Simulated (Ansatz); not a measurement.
# From PBE to G0W0: BaNaBr3 (cubic perovskite) (Pm-3m), part 2 of 2

Aim: the quasiparticle gap of BaNaBr3 (cubic perovskite) (Pm-3m), starting from PBE.

Ansatz 0.2.0; PBE, then G0W0 on it, plane waves, PAW. Known limits of the many-body steps: finite bands, screening cutoff and k mesh; no spin-orbit coupling in G0W0; screening cutoff under 40 eV in some runs.

So far. Step 3 (Bands along the symmetry lines): Over mesh and path the gap is 2.860 eV, from k = (0.500, 0.500, 0.500) to k = Γ. The least direct gap found is 3.029 eV, at k = Γ. The relaxed cell has a = 6.279 Å (conventional setting).

The structure was built from a prototype and need not be the compound's stable phase.

In doubt: masses and optical values from hybrid runs of this build are listed as unsure (in some of the runs), which bears on the screening that GW takes from such a start.

**4. The quasiparticle correction**

G0W0 replaces the xc potential by a self-energy built once from the orbitals of the start. Levels are corrected in the window of bands that the input names, at points of the mesh.

This step: G0W0 on PBE, plane waves, PAW.

The input, input.yaml:

```yaml
crystal:
  lattice:
    - [6.2793234105, 0.0, 0.0]
    - [0.0, 6.2793234105, 0.0]
    - [0.0, 0.0, 6.2793234105]
  atoms:
    - { symbol: Na, position: [0.0, 0.0, 0.0] }
    - { symbol: Ba, position: [0.5, 0.5, 0.5] }
    - { symbol: Br, position: [0.5, 0.5, 0.0] }
    - { symbol: Br, position: [0.5, 0.0, 0.5] }
    - { symbol: Br, position: [0.0, 0.5, 0.5] }
kpoints:
  mp_grid: { grid: [2, 2, 2] }
hamiltonian:
  xc: pbe
scf:
  occupations: { method: fixed }
gw:
  n_empty_bands: 739
  ecut_chi: 120.0
  qp_bands: [v2, c2]
  qp_kpoints: band_edges
  screening: { model: contour_deformation }
```

Run with:

```console
ansatz run input.yaml --threads 4 --pin off --max-ram 17510MiB --backend cpu --events-out ev --progress --plain --runs-dir out
```

Numbers of over 12 decimals in the logs are rounded to 6 here.

The log of the run:

```text
[...]
Crystal: 5 atoms, lattice volume = 247.593 Å³
Basis set: ecut = 420 eV, 4945 PW (Γ)
Bands: 25, of which v1, the nominal top of the filled ones, is band 20 counted from 1 (19 counted from 0)
Symmetry: 48 space group operations
[...]
k-points: 4 of 8
[...]
SCF iter   1: F=—  HF=-15793.817499 eV  |F-HF|=—  |Δ(HF+E_count)|=         —  Δρ=7.47e-4  dr2=2.09e-3  ethr=1.77e-3  ⟨swp⟩=5.2  Hψ=447  notcnv=0  defer=9
[...]
SCF iter   6: F=-15793.814955 eV  HF=-15793.814955 eV  |F-HF|=5.55e-8  |Δ(HF+E_count)|=   4.05e-7  Δρ=2.77e-6  dr2=1.56e-8  ethr=2.50e-10  ⟨swp⟩=14.0  Hψ=528  notcnv=0
SCF 1 converged in 6 iterations: F = -15793.814955 eV  dr2 = 1.56e-8
[...]
G₀W₀ screening: q 1/4
[... further progress lines ...]
SCF converged after 6 iterations
Free energy (F): -15793.814955 eV
[...]
Internal energy: -15793.814955 eV  (E = F + TS)
E sigma→0 (E₀):  -15793.814955 eV
Fermi energy:    -0.029305 eV
[...]
--- Band table (eV) ---
  k-point 0: bands = [... 16 lower, -0.3788, -0.2007, -0.2007, -0.2007, 2.8207, 5.0630, 5.0630, 5.0630, ... 1 higher]
  k-point 1: bands = [... 16 lower, -0.6019, -0.4415, -0.2371, -0.2371, 3.7791, 4.8697, 5.1517, 5.8603, ... 1 higher]
  k-point 2: bands = [... 16 lower, -0.5585, -0.5585, -0.3848, -0.0330, 3.9798, 5.8134, 5.8134, 6.0916, ... 1 higher]
  k-point 3: bands = [... 16 lower, -1.1401, -0.0293, -0.0293, -0.0293, 3.5547, 6.7385, 6.7385, 6.7385, ... 1 higher]
--- G₀W₀: contour deformation, 6 samples at zero and on the imaginary axis and 2 off it, 8 q-points, 739 empty bands' worth ---
  eigenvalues of the whole cell's RPA ε∞ on this k-mesh (on a slab, of 1 + 4πα/V) = 2.5447, 2.5447, 2.5447; static W/v taken at q = 0 is 0.392981
  bands read: the sum over 759 bands ends inside a degenerate multiplet in 1 slot, whose members it reads at an even weight; the widest, k=3: bands 759 to 760 (counted from 1) at 1/2 each
  gw.qp_kpoints: band_edges: 4 of 4 stored k-points solved, in 1 pass; an edge of the gap read off the rows below is read off those points alone
    ik  band        ε_KS         Σx   Σc(E_QP)       V_xc       Z   E_QP_lin       E_QP  E_QP is
     0    19     -0.2007   -19.7473     2.1788   -15.9116  0.7755    -1.9227    -1.8576  root
     0    20     -0.2007   -19.7473     2.1788   -15.9116  0.7755    -1.9227    -1.8576  root
     0    21      2.8207    -2.2042    -2.4511    -5.3059  0.8523     3.4776     3.4713  root
     0    22      5.0630    -4.9405    -3.4579    -9.2533  0.8216     5.9290     5.9177  root
     1    19     -0.2371   -19.6593     2.1974   -15.7974  0.7746    -1.9688    -1.9017  root
     1    20     -0.2371   -19.6593     2.1974   -15.7974  0.7746    -1.9688    -1.9017  root
     1    21      3.7791    -3.3051    -2.5029    -6.6301  0.8394     4.6139     4.6011  root
     1    22      4.8697    -2.8138    -2.6970    -6.0273  0.8419     5.3904     5.3862  root
     2    19     -0.3848   -19.9274     2.1911   -16.0636  0.7779    -2.1238    -2.0575  root
     2    20     -0.0330   -19.2756     2.1982   -15.4157  0.7708    -1.7634    -1.6947  root
     2    21      3.9798    -2.7966    -2.5485    -6.2402  0.8396     4.8913     4.8749  root
     2    22      5.8134    -3.1152    -2.6577    -6.3132  0.8371     6.3621     6.3537  root
     3    19     -0.0293   -19.2929     2.2000   -15.4313  0.7708    -1.7594    -1.6909  root
     3    20     -0.0293   -19.2929     2.2000   -15.4313  0.7708    -1.7594    -1.6909  root
     3    21      3.5547    -1.7742    -2.4824    -5.0738  0.8496     4.3837     4.3719  root
     3    22      6.7385    -4.9522    -3.0714    -8.7512  0.8132     7.4798     7.4661  root
```

The job ended after 88 s (4 threads of Arm Neoverse V1, shared host; peak memory 4 GiB; 5.7 min of CPU time).

Numbers from this step:

```
bands summed                                    : 759
RPA ε∞ on this mesh (eigenvalues)               : 2.545, 2.545, 2.545
plane waves in the screening matrix             : 739
q-points in the mesh                            : 8
G0W0 gap over the corrected points              : 5.162 eV
k of the valence top                            : -0.5, -0.5, -0.5
k of the conduction bottom                      : 0, 0, 0
starting gap on the mesh                        : 2.850 eV
Z at the valence top                            : 0.7708
Z at the conduction bottom                      : 0.8523
least direct G0W0 gap over the corrected points : 5.329 eV
```

Over all 4 irreducible mesh points the G0W0 gap is 5.162 eV, from k = (-0.500, -0.500, -0.500) to k = Γ. The PBE gap of this run on the mesh is 2.850 eV. The two states that bound the G0W0 gap lie that far apart at the start, so the correction of the gap is 5.162 − 2.850 = +2.312 eV. The start of this run differs from the step before in mesh (4×4×4 and 2×2×2).

Labels follow the order of the start: v1 is the top filled band, c1 the lowest empty one; levels that stay degenerate share a row, the window can cut a multiplet, doubted levels are not marked in this list, bands outside the window were not corrected, and the list may be a part of the corrected levels. Levels before and after the correction, in eV, zero at the valence-band top of each column:

```csv
,conduction bottom,valence top
Kohn-Sham,2.85,0.00
G0W0,5.16,0.00
```

```csv
,level,occupation,energy (eV)
Kohn-Sham,Γ v2-v1,2,-0.171
Kohn-Sham,Γ c1,0,2.850
Kohn-Sham,Γ c2,0,5.092
Kohn-Sham,(-0.5 -0.5 -0.5) v2-v1,2,0.000
Kohn-Sham,(-0.5 -0.5 -0.5) c1,0,3.584
Kohn-Sham,(-0.5 -0.5 -0.5) c2,0,6.768
G0W0,Γ v2-v1,2,-0.167
G0W0,Γ c1,0,5.162
G0W0,Γ c2,0,7.609
G0W0,(-0.5 -0.5 -0.5) v2-v1,2,0.000
G0W0,(-0.5 -0.5 -0.5) c1,0,6.063
G0W0,(-0.5 -0.5 -0.5) c2,0,9.157
```

The parts of the quasiparticle energy for the two states that bound the G0W0 gap, in eV on the run's own scale (QP = start + Σx + Σc − Vxc, with Σc at the quasiparticle energy):

```csv
edge,k,band,start,Σx,Σc,Vxc,Z,QP
valence top,"(-0.500, -0.500, -0.500)",19,−0.029,−19.293,2.200,−15.431,0.771,−1.691
conduction bottom,Γ,21,2.821,−2.204,−2.451,−5.306,0.852,3.471
```

**5. Spin-orbit coupling in PBE**

This run has two-component orbitals with spin-orbit coupling.

This step: DFT, PBE with spin-orbit coupling, plane waves, PAW.

input.yaml, the sections that differ from step 4:

```yaml
kpoints:
  mp_grid: { grid: [4, 4, 4] }
  band_path:
    path: [[0.0, 0.0, 0.0], [0.0, 0.5, 0.0], [0.5, 0.5, 0.0], [0.5, 0.5, 0.5]]
    npoints: 1
scf:
  occupations: { method: fixed }
  n_extra_bands: 10
magnetization:
  noncollinear: true
  spin_orbit: true
output:
  eigenvalues: true
  forces: true
  stress: true
# crystal, hamiltonian: as in step 4
# gw: removed
```

The log of the run:

```text
[...]
non-collinear run that drives no moment, with spin-orbit: no starting moment large enough to seed its density (crystal.atoms[].spin), no starting occupations that ask for one, no magnetisation constraint and no magnetic field, so the semilocal B_xc is pinned to zero
Crystal: 5 atoms, lattice volume = 247.593 Å³
Basis set: ecut = 420 eV, 4945 PW (Γ), exchange–correlation on 90×90×90 points (8 copies of the dense FFT grid, shifted against one another)
Bands: 50, of which v1, the nominal top of the filled ones, is band 40 counted from 1 (39 counted from 0)
Symmetry: 48 space group operations + 48 with time reversal
[...]
k-points: 10 of 64
Projection manifold: j_resolved (fully-relativistic pseudo-atomic orbitals)
[...]
SCF iter   1: F=—  HF=-15801.724834 eV  |F-HF|=—  |Δ(HF+E_count)|=         —  Δρ=3.10e-2  dr2=4.62e0  dr2_m=0.00e0 (ungated)  ethr=3.10e-3  |M|=0.00e0 ∫|m|=0.00e0 μB  |m|>n=0.0e0 m-floor=0.0e0 τ_xc=0.0e0  β_m=0.30  ⟨swp⟩=11.1  Hψ=1256  notcnv=0  defer=64
[...]
spin=Noncollinear: Resta preconditioning applied to the charge; magnetization (m_x, m_y, m_z) channels mix plain (no charge-response kernel on spin).
SCF iter   2: F=—  HF=-15800.673487 eV  |F-HF|=—  |Δ(HF+E_count)|=    1.05e0  Δρ=1.95e-2  dr2=2.19e0  dr2_m=0.00e0 (ungated)  ethr=3.10e-3  |M|=0.00e0 ∫|m|=0.00e0 μB  |m|>n=0.0e0 m-floor=0.0e0 τ_xc=0.0e0  β_m=0.58  ⟨swp⟩=3.9  Hψ=524  notcnv=0  defer=54
[...]
SCF iter   9: F=-15799.795597 eV  HF=-15799.795597 eV  |F-HF|=1.19e-7  |Δ(HF+E_count)|=   1.65e-6  Δρ=2.65e-6  dr2=2.93e-8  dr2_m=0.00e0 (ungated)  ethr=2.50e-10  |M|=0.00e0 ∫|m|=0.00e0 μB  |m|>n=0.0e0 m-floor=0.0e0 τ_xc=0.0e0  ⟨swp⟩=21.5  Hψ=1911  notcnv=0
SCF 1 converged in 9 iterations: F = -15799.795597 eV  dr2 = 2.93e-8
[...]
SCF converged after 9 iterations
Magnetization: |M| = 0.0000 μB,  M = (+0.0000, +0.0000, +0.0000) μB
Absolute magnetization: 0.0000 μB (∫|m|)
  site 0: m = (+0.0000, +0.0000, +0.0000) μB, |m| = 0.0000 μB  (R = 1.83 Å)
  site 1: m = (+0.0000, +0.0000, +0.0000) μB, |m| = 0.0000 μB  (R = 1.30 Å)
  site 2: m = (+0.0000, +0.0000, +0.0000) μB, |m| = 0.0000 μB  (R = 1.30 Å)
  site 3: m = (+0.0000, +0.0000, +0.0000) μB, |m| = 0.0000 μB  (R = 1.30 Å)
  site 4: m = (+0.0000, +0.0000, +0.0000) μB, |m| = 0.0000 μB  (R = 1.30 Å)
Free energy (F): -15799.795597 eV
[...]
Internal energy: -15799.795597 eV  (E = F + TS)
E sigma→0 (E₀):  -15799.795597 eV
Fermi energy:    0.049382 eV
[...]
--- Stress (GPa, compression-positive) ---
       -0.003001      -0.000000       0.000000
        0.000000      -0.003001      -0.000000
        0.000000       0.000000      -0.003001
  P = ⅓ Tr σ = -0.0030 GPa (-0.030 kbar)
--- Band table (eV; the first three rows and the last of 10) ---
  k-point 0: bands = [... 36 lower, -0.0418, -0.0418, -0.0418, -0.0418, 2.8144, 2.8144, 5.0571, 5.0571, ... 6 higher]
  k-point 1: bands = [... 36 lower, -0.2868, -0.2868, -0.0590, -0.0590, 3.1962, 3.1962, 5.1180, 5.1180, ... 6 higher]
  k-point 2: bands = [... 36 lower, -0.3515, -0.3515, -0.0678, -0.0678, 3.7721, 3.7721, 4.8647, 4.8647, ... 6 higher]
  k-point 9: bands = [... 36 lower, 0.0494, 0.0494, 0.0494, 0.0494, 3.5486, 3.5486, 6.6993, 6.6993, ... 6 higher]
```

Wall time 11 s (4 threads); peak memory 1.1 GiB.

This step gave:

- pressure: -0.003001 GPa
- gap: 2.765 eV
- valence top at: R
- conduction bottom at: Γ
- least direct gap: 2.856 eV

Over mesh and listed points the gap is 2.765 eV, from k = (0.500, 0.500, 0.500) to k = Γ. The least direct gap found is 2.856 eV, at k = Γ. PBE+SOC against PBE: 2.765 − 2.860 = −0.095 eV, with the same mesh, set of files (read in its fully relativistic form for the spin-orbit run) and cutoff, and both edges at the same k points. The spin-orbit run sees mesh and listed points alone, so its gap is an upper bound: the coupling can move an edge off these points, and the change over the zone, its sign included where it is small, is not known.

**6. Side by side**

Each gap is the least one over the points named; times are wall times on shared hosts, not benchmarks. A G0W0 time includes the run's own self-consistent start. Runs with listed points see these and the mesh alone, so an edge that moves elsewhere is missed. Rows marked * are further runs, not shown as steps, whose inputs differ from the G0W0 step on the same start in the columns given; solver thresholds can differ too. Symmetry makes (0.500, 0.500, 0.500) and (-0.500, -0.500, -0.500) one point.

```csv
level,mesh,"files, cutoff","bands summed, screening",points,gap (eV),valence top,conduction bottom,least direct gap (eV),time
PBE,4×4×4,"soft_2 PAW, 420 eV",-,mesh and path,2.860,"(0.500, 0.500, 0.500)",Γ,3.029,3.4 s
PBE+SOC,4×4×4,"soft_2 PAW, 420 eV",-,mesh and listed points,2.765,"(0.500, 0.500, 0.500)",Γ,2.856,11 s
G0W0@PBE*,2×2×2,"soft_2 PAW, 420 eV","141, 36 eV",all 4 irreducible mesh points,4.752,"(-0.500, -0.500, -0.500)",Γ,4.878,4.8 s
G0W0@PBE*,2×2×2,"soft_2 PAW, 420 eV","363, 72 eV",all 4 irreducible mesh points,4.953,"(-0.500, -0.500, -0.500)",Γ,5.109,18 s
G0W0@PBE,2×2×2,"soft_2 PAW, 420 eV","759, 120 eV",all 4 irreducible mesh points,5.162,"(-0.500, -0.500, -0.500)",Γ,5.329,88 s
G0W0@PBE*,2×2×2,"soft_2 PAW, 420 eV","759, 120 eV, plasmon pole",all 4 irreducible mesh points,5.154,"(-0.500, -0.500, -0.500)",Γ,5.315,1.8 min
```

**7. Summary of results**

* PBE gap over mesh and path: 2.860 eV, from k = (0.500, 0.500, 0.500) to k = Γ
* G0W0@PBE gap over all 4 irreducible mesh points: 5.162 eV, from k = (-0.500, -0.500, -0.500) to k = Γ
* PBE+SOC gap over mesh and listed points: 2.765 eV
* GW settings: 2×2×2 mesh, 739 empty bands, screening to 120 eV
* known limits: finite bands, screening cutoff and k mesh; no spin-orbit coupling in G0W0; screening cutoff under 40 eV in some runs

Over all 4 irreducible mesh points the G0W0 gap is 5.162 eV, from k = (-0.500, -0.500, -0.500) to k = Γ. The PBE gap of this run on the mesh is 2.850 eV. The two states that bound the G0W0 gap lie that far apart at the start, so the correction of the gap is 5.162 − 2.850 = +2.312 eV. The valence state moves by −1.691 − (−0.029) = −1.662 eV and the conduction state by 3.471 − 2.821 = +0.650 eV, on the run's own scale; with 141 bands the edge states move by −1.165 and +0.736 eV, so the split between the edges depends on the bands and cutoff. Both edges that PBE shows over mesh and path lie at k points where levels were corrected. Levels at other points were not corrected, so a lower G0W0 gap elsewhere in the zone is not ruled out. From 141 bands and 36 eV to 759 bands and 120 eV the gap moves by 5.162 − 4.752 = +0.410 eV (rung by rung 4.752, 4.953, 5.162 eV); bands and screening cutoff rise together, so their parts are not told apart. A line in one over the bands through the two highest rungs gives 5.162 + (5.162 − 4.953) × 363 / (759 − 363) = 5.354 eV, and through the pair below 4.953 + (4.953 − 4.752) × 141 / (363 − 141) = 5.081 eV. The two differ by 0.273 eV, not under the 0.030 eV asked, so the law does not hold well over these rungs and the limit is not known. With the plasmon pole model in place of the contour deformation model and all else as in the G0W0@PBE row with 759 bands, the gap differs by 5.154 − 5.162 = −0.008 eV. G0W0 on other starts in this series, not shown as steps and not all at these settings: 5.780 eV on HSE06 (2×2×2, soft_2 PAW, 759 bands, 120 eV) and 5.154 eV on PBEsol (2×2×2, soft_2 PAW, 759 bands, 120 eV). PBE+SOC against PBE: 2.765 − 2.860 = −0.095 eV, with the same mesh, set of files (read in its fully relativistic form for the spin-orbit run) and cutoff, and both edges at the same k points. The spin-orbit run sees mesh and listed points alone, so its gap is an upper bound: the coupling can move an edge off these points, and the change over the zone, its sign included where it is small, is not known. What spin-orbit coupling does to the G0W0 levels was not computed, so no sum with the G0W0 gap is formed. The G0W0 runs are scalar-relativistic. This is the ideal cubic cell; tilts or off-centring, which many perovskites show locally, are not in it. No pair of G0W0 runs that differ in the mesh alone is shown (2×2×2 is a supercell whose nearest images lie 13 Å apart), so the error from the mesh is not known here. G0W0@PBE runs of this series with other atomic data on the same mesh, not shown as steps, give 5.233 eV (hard PAW, 700 eV, 1130 bands, screening to 156 eV); where bands and cutoffs differ too, the part of the files is not isolated. A screening cutoff under 40 eV is crude: G0W0@PBE with 141 bands at 36 eV.

[Paths, hosts, dates, memory and timing lines, banners, echoed tables and standing remarks are left out of the program output.]

[Logs are printed without paths, hosts, clocks, repeated set-up lines and the standing remarks that a program may print on its own settings, such as how far it seeks lower states.]

[Runs of the session that timed out or met a known fault of the program may be left out.]

[Cells called generated may have been cut or substituted from an entry of the Crystallography Open Database or the Materials Project.]

[Hosts, paths, dates, database ids (printed as entryN), source tags and the programs' standing remarks are cut or masked in the printed files.]

[Where an RPA ε∞ is given, it is that of the G0W0 mesh and is not shown converged in it. Names of k-points follow the symmetry that the program found, which can be lower than the space group named. Band edges on a path are those of the sampled points; other points can move an edge, and change direct to indirect where valleys lie close.]

[Hybrid gaps are those of their k-mesh and are not shown converged in it.]
